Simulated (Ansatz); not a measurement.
# Re (P6_3/mmc): phonon-mediated transition temperature

Aim: the phonon-mediated transition temperature of Re (P6_3/mmc) at ambient pressure, over a range of μ*. The cell shown first is a relaxed one, from steps not shown here.

Calculated with Ansatz 0.2.0; DFT PBE, scalar-relativistic, plane waves, PseudoDojo norm-conserving pseudopotentials, in the first sound run; inputs show where later runs differ.

Most raw output is cut from this account.

### 1. The cell after earlier relaxation steps

The structure is hexagonal, space group P6_3/mmc (No. 194). The conventional cell has a = 2.772 Å, b = 2.772 Å, c = 4.489 Å, α = 90.00°, β = 90.00°, γ = 120.00°. Nearest to Re lie 12 Re at 2.76 to 2.77 Å.

Coordinates:

```cif
data_structure
_symmetry_space_group_name_H-M 'P6_3/mmc'
_symmetry_Int_Tables_number 194
_cell_length_a 2.7724
_cell_length_b 2.7724
_cell_length_c 4.4885
_cell_angle_alpha 90.000
_cell_angle_beta 90.000
_cell_angle_gamma 120.000
_cell_volume 29.88
loop_
_atom_site_label
_atom_site_type_symbol
_atom_site_symmetry_multiplicity
_atom_site_Wyckoff_symbol
_atom_site_fract_x
_atom_site_fract_y
_atom_site_fract_z
_atom_site_occupancy
Re1 Re 2 c 0.33333 0.66667 0.25000 1
```

### 2. Coupling and resistivity: PseudoDojo files

The run that gives the couplings also evaluates McMillan's and Allen and Dynes's formulas and, where asked, the Eliashberg equations, over a range of μ*.

File input.yaml:

```yaml
crystal:
  lattice:
    - [2.7724346275, 0.0, 0.0]
    - [-1.3862173137, 2.4009988178, 0.0]
    - [0.0, 0.0, 4.4885213951]
  atoms:
    - { symbol: Re, position: [0.3333333333, 0.6666666667, 0.25] }
    - { symbol: Re, position: [0.6666666667, 0.3333333333, 0.75] }
kpoints:
  mp_grid: { grid: [18, 18, 9] }
hamiltonian:
  xc: pbe
  pseudopotentials: { kind: nc, accuracy: standard }
scf:
  occupations: { method: methfessel_paxton, width: 0.2 }
output:
  eigenvalues: true
phonons:
  method: dfpt
  qmesh: [6, 6, 3]
  temperatures: { t_max: 1000, t_step: 50 }
  qpath:
    path:
      - [[0.0, 0.0, 0.0], [0.5, 0.0, 0.0], [0.33333333, 0.33333333, 0.0], [0.0, 0.0, 0.0], [0.0, 0.0, 0.5], [0.5, 0.0, 0.5], [0.33333333, 0.33333333, 0.5], [0.0, 0.0, 0.5]]
      - [[0.5, 0.0, 0.5], [0.5, 0.0, 0.0]]
    npoints: 6
  electrical_resistivity:
    mesh: [24, 24, 12]
    temperatures: [20.0, 50.0, 80.0, 100.0, 150.0, 200.0, 273.0, 300.0, 400.0, 500.0, 600.0, 800.0]
  superconductivity: { mesh: [24, 24, 12], eliashberg_equations: false }
```

Command:

```sh
$ ansatz run input.yaml --threads 16 --pin off --max-ram 92160MiB --backend cuda --events-out ev --progress --plain --runs-dir out --max-vram 78GiB
```

Wall time 2.1 min (1 × NVIDIA GB200 with 16 threads of Arm Neoverse V2, shared host); peak memory 6.8 GiB.

Numbers from this step:

| Item | Value |
| --- | --- |
| volume per atom | 14.94 Å³/atom |
| metallic on mesh | yes |
| gap on the k-mesh | 0 eV |
| zero point energy | 0.05076 eV/cell |
| share of imaginary modes in the plain interpolation between solved wavevectors | 0 |
| highest frequency, solved or plainly interpolated | 202.3 cm⁻¹ |
| Debye temperature (second moment) | 262 K |
| resistivity at 300 K | 14.16 μΩ cm, mean of the axes |
| coupling constant λ | 0.71 |
| density of states at the Fermi level | 0.7529 states/eV a spin and cell |
| log mean phonon energy ħω_log | 14.5 meV |
| transport coupling constant λ_tr | 0.6438, 0.6438, 0.7395 (xx, yy, zz) |
| Drude plasma energy | 6.883, 6.883, 8.582 eV (xx, yy, zz) |
| resistivity times mean free path | 7.092, 7.092, 4.626 × 10⁻¹⁶ Ω m² (xx, yy, zz) |
| second-moment phonon energy ħω₂ | 15.96 meV |
| coupling λ by branch | 0.158, 0.156, 0.113, 0.12, 0.0865, 0.0762 (branches by rank of frequency) |

Transition temperatures:

```tsv
μ*	McMillan Tc (K)	Allen–Dynes Tc (K)
0.08	7.05	7.33
0.1	6.06	6.27
0.12	5.12	5.29
0.13	4.67	4.82
0.14	4.24	4.37
0.16	3.44	3.54
0.2	2.07	2.12
```

### 3. Resistivity: finite displacements

Finite displacements in a supercell are the other road to force constants and couplings; here with the base functional.

This step: DFT PBE, scalar-relativistic, plane waves, PAW; PAW set soft_1 (Ansatz 0.2.0).

input.yaml: that of step 2 with these lines changed.

```diff
@@ -2,5 +2,5 @@
   lattice:
-    - [2.7724346275, 0.0, 0.0]
-    - [-1.3862173137, 2.4009988178, 0.0]
-    - [0.0, 0.0, 4.4885213951]
+    - [2.7729740383, 0.0, 0.0]
+    - [-1.3864870191, 2.4014659613, 0.0]
+    - [0.0, 0.0, 4.4891235064]
   atoms:
@@ -12,3 +12,3 @@
   xc: pbe
-  pseudopotentials: { kind: nc, accuracy: standard }
+  pseudopotentials: { kind: paw, azcp: { folder: soft_1 } }
 scf:
@@ -18,4 +18,4 @@
 phonons:
-  method: dfpt
-  qmesh: [6, 6, 3]
+  method: fd
+  supercell: [6, 6, 3]
   temperatures: { t_max: 1000, t_step: 50 }
```

Run time: 4.2 min. Hardware: 1 × NVIDIA GB200 with 16 threads; peak memory 15 GiB; 20 min of CPU time.

Numbers from this step:

| Item | Value |
| --- | --- |
| volume per atom | 14.95 Å³/atom |
| zero point energy | 0.05062 eV/cell |
| highest frequency, solved or plainly interpolated | 201.6 cm⁻¹ |
| Debye temperature (second moment) | 261 K |
| resistivity at 300 K | 14.22 μΩ cm, mean of the axes |
| coupling constant λ | 0.7183 |
| density of states at the Fermi level | 0.7534 states/eV a spin and cell |
| log mean phonon energy ħω_log | 14.41 meV |
| transport coupling constant λ_tr | 0.65, 0.65, 0.7488 (xx, yy, zz) |
| Drude plasma energy | 6.901, 6.901, 8.592 eV (xx, yy, zz) |
| resistivity times mean free path | 7.067, 7.067, 4.626 × 10⁻¹⁶ Ω m² (xx, yy, zz) |
| second-moment phonon energy ħω₂ | 15.89 meV |
| coupling λ by branch | 0.16, 0.158, 0.114, 0.122, 0.0874, 0.0767 (branches by rank of frequency) |

Transition temperatures:

```tsv
μ*	McMillan Tc (K)	Allen–Dynes Tc (K)
0.08	7.19	7.47
0.1	6.19	6.41
0.12	5.25	5.42
0.13	4.8	4.95
0.14	4.37	4.5
0.16	3.55	3.66
0.2	2.17	2.22
```

### 4. Resistivity: r2SCAN at its own relaxed cell

The functional sets the lattice constant, the bands and the force constants.

This step: DFT r2SCAN, scalar-relativistic, plane waves, PAW; PAW set soft_1 (Ansatz 0.2.0).

input.yaml: that of step 3 with these lines changed.

```diff
@@ -2,5 +2,5 @@
   lattice:
-    - [2.7729740383, 0.0, 0.0]
-    - [-1.3864870191, 2.4014659613, 0.0]
-    - [0.0, 0.0, 4.4891235064]
+    - [2.7559384138, 0.0, 0.0]
+    - [-1.3779692069, 2.3867126776, 0.0]
+    - [0.0, 0.0, 4.4661869232]
   atoms:
@@ -11,3 +11,3 @@
 hamiltonian:
-  xc: pbe
+  xc: r2scan
   pseudopotentials: { kind: paw, azcp: { folder: soft_1 } }
@@ -18,4 +18,4 @@
 phonons:
-  method: fd
-  supercell: [6, 6, 3]
+  method: dfpt
+  qmesh: [6, 6, 3]
   temperatures: { t_max: 1000, t_step: 50 }
```

Wall time 16 min (1 × NVIDIA GB200 with 16 threads); peak memory 7.9 GiB; 3.3 h of CPU time.

Numbers from this step:

| Item | Value |
| --- | --- |
| volume per atom | 14.69 Å³/atom |
| zero point energy | 0.05140 eV/cell |
| highest frequency, solved or plainly interpolated | 208.1 cm⁻¹ |
| Debye temperature (second moment) | 266 K |
| resistivity at 300 K | 14.29 μΩ cm, mean of the axes |
| coupling constant λ | 0.7541 |
| density of states at the Fermi level | 0.7002 states/eV a spin and cell |
| log mean phonon energy ħω_log | 14.98 meV |
| transport coupling constant λ_tr | 0.6807, 0.6807, 0.825 (xx, yy, zz) |
| Drude plasma energy | 7.05, 7.05, 8.857 eV (xx, yy, zz) |
| resistivity times mean free path | 7.147, 7.147, 4.563 × 10⁻¹⁶ Ω m² (xx, yy, zz) |
| second-moment phonon energy ħω₂ | 16.34 meV |
| coupling λ by branch | 0.159, 0.145, 0.121, 0.163, 0.0841, 0.0818 (branches by rank of frequency) |

Transition temperatures:

```tsv
μ*	McMillan Tc (K)	Allen–Dynes Tc (K)
0.08	8.25	8.6
0.1	7.19	7.46
0.12	6.17	6.39
0.13	5.68	5.88
0.14	5.21	5.38
0.16	4.32	4.45
0.2	2.76	2.83
```

The Eliashberg function α²F has structure finer than the step of the table below, so its rows give means over 1 meV, whole bins alone (the curve runs from 0.101 to 25.7 meV). Peaks (meV: height): α²F 13.4: 0.716, 14.2: 0.673, 17.4: 0.593, 24.3: 0.622; α²F tr 13.4: 0.630, 13.8: 0.644, 17.4: 0.613, 24.1: 0.625.

The Eliashberg function α²F by phonon energy; means over each step:

```tsv
phonon energy (meV)	α²F	α²F tr
1	2.9e-5	0
2	4.9e-4	1.3e-4
3	0.00168	5.5e-4
4	0.00338	0.00153
5	0.00803	0.00516
6	0.0157	0.0119
7	0.0237	0.0196
8	0.0324	0.0280
9	0.0846	0.0689
10	0.140	0.116
11	0.204	0.178
12	0.327	0.302
13	0.500	0.456
14	0.635	0.616
15	0.559	0.567
16	0.491	0.499
17	0.509	0.526
18	0.429	0.444
19	0.289	0.295
20	0.179	0.174
21	0.180	0.169
22	0.252	0.250
23	0.320	0.352
24	0.539	0.557
25	0.208	0.198
```

### 5. Results

```yaml
meshes: q 6×6×3, k 18×18×9, scattering 24×24×12
coupling_constant_lambda: 0.754
log_mean_phonon_energy_omega_log: 15.0 meV
allen_dynes_tc_at_mu_star_0p1: 7.46 K
allen_dynes_tc_at_mu_star_0p13: 5.88 K
```

What this shows: In the last run (r2SCAN, q 6×6×3, k 18×18×9, scattering 24×24×12), with λ = 0.75 and ħω_log = 15.0 meV, Tc at μ* = 0.13 is 5.7 K by McMillan's formula and 5.9 K by Allen and Dynes's. Raising μ* from 0.10 to 0.16 lowers the Allen–Dynes value from 7.5 to 4.5 K. By the run's own test λ is not converged in the fine mesh: it moves by 3 % between the two finest. The run's transport test calls it not converged in the mesh; ρ(300 K) moves by 5 % in the component that moves most. In 1 of the runs shown, the last among them, the self-energy step met imaginary modes and the program fell back to plain Fourier phonons, a sign of a lattice near an instability that the q mesh may not hold. Over the runs, λ takes the values 0.71, 0.718 and 0.754, in the order shown. No spin–orbit coupling, which matters for Re. μ* is a typed number, phonons are harmonic, and spin fluctuations are left out; at μ* = 0.13 McMillan's formula turns 1 % in λ into about 2.6 % in Tc.

[Logs are printed without paths, hosts, clocks, repeated set-up lines and the standing remarks that a program may print on its own settings, such as how far it seeks lower states.]

[Hosts, paths, dates, database ids (printed as entryN), source tags and the programs' standing remarks are cut or masked in the printed files.]
